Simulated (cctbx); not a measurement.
**Interatomic vectors of EuCr3Au3**

Space group Pmmn (no. 59, origin choice 1), a = 4.2380 Å, b = 7.1370 Å, c = 8.1480 Å, α = 90.00°, β = 90.00°, γ = 90.00°, content Au6 Eu2 Cr6.

The data are simulated with cctbx, not measured: synchrotron X-rays, λ = 0.4959 Å, to d = 0.7 Å, 80 % of the full sphere, strongest reflection 70000 counts, noise from counting, a 3 % proportional error and a noise floor of 8 counts (s.d.); no absorption, some extinction.

Patterson synthesis, origin scaled to 1000:

```text
Patterson group P m m m
      u       v       w   height  length (A)
  0.000   0.000   0.000   1000.0     0.00
  0.000   0.500   0.000    473.8     3.57
  0.000   0.262   0.500    306.4     4.48
  0.500   0.500   0.165    280.9     4.36
  0.500   0.239   0.365    253.5     4.03
  0.500   0.000   0.170    231.0     2.53
  0.500   0.264   0.142    212.6     3.06
  0.500   0.000   0.329    206.9     3.42
  0.000   0.240   0.311    187.2     3.06
  0.000   0.500   0.225    184.8     4.01
  0.500   0.500   0.452    133.9     5.55
  0.000   0.000   0.312    102.9     2.54
  0.500   0.067   0.500     89.4     4.62
  0.500   0.208   0.055     87.7     2.63
```

Q: Assign the vectors.

A peak at u stands for all pairs with xi − xj = u, with weight Σ ZiZj against Σ Z² = 48840 at the origin. Peak heights follow these weights only roughly, since form factors, motion and series ripples differ, all vectors within 0.55 Å of a peak are counted as merged into it though the farther ones add only part of their weight, and F(000) is left out, which lowers the whole map:

| u | v | w | shortest length (Å) | height | 1000 ΣZiZj/ΣZ² | pairs in the cell |
| --- | --- | --- | --- | --- | --- | --- |
| 0.000 | 0.500 | 0.000 | 3.57 | 474 | 511 | 4 × Au–Au |
| 0.000 | 0.262 | 0.500 | 4.48 | 306 | 558 | 4 × Au–Au, 4 × Cr–Cr |
| 0.500 | 0.500 | 0.165 | 4.36 | 281 | 407 | 3 × Au–Au, 2 × Cr–Cr |
| 0.500 | 0.239 | 0.365 | 4.03 | 254 | 256 | 2 × Au–Au |
| 0.500 | 0.000 | 0.170 | 2.53 | 231 | 256 | 2 × Au–Au |
| 0.500 | 0.264 | 0.142 | 3.06 | 213 | 266 | 2 × Au–Eu, 2 × Eu–Cr |
| 0.500 | 0.000 | 0.329 | 3.42 | 207 | 266 | 2 × Au–Eu, 2 × Eu–Cr |
| 0.000 | 0.240 | 0.311 | 3.06 | 187 | 204 | 2 × Au–Eu |
| 0.000 | 0.500 | 0.225 | 4.01 | 185 | 204 | 2 × Au–Eu |
| 0.500 | 0.500 | 0.452 | 5.55 | 134 | 314 | 6 × Au–Cr, 1 × Eu–Eu |

The table stops at ten peaks or at a height of 45, below which ripples compete. In the model behind the data Au, the heaviest element, has 2 independent sites: (1/2, 0.2394, 0.9142) and (0, 0, 0.5492), up to an allowed shift of origin; the Au–Au vectors are differences of these positions and their symmetry mates. The whole model:

| atom | mult. | x | y | z | Ueq (Å²) |
| --- | --- | --- | --- | --- | --- |
| Au1 | 4 | 1/2 | 0.2394 | 0.9142 | 0.0063 |
| Au2 | 2 | 0 | 0 | 0.5492 | 0.0080 |
| Eu1 | 2 | 1/2 | 0 | 0.2228 | 0.0089 |
| Cr1 | 4 | 1/2 | 0.1927 | 0.6110 | 0.0104 |
| Cr2 | 2 | 0 | 0 | 0.8698 | 0.0147 |

The model was made for the exercise: a known structure type with other elements put in, its volume estimated, not relaxed; displacement parameters are assumed.

[Logs are printed without paths, hosts, clocks, repeated set-up lines and the standing remarks that a program may print on its own settings, such as how far it seeks lower states.]
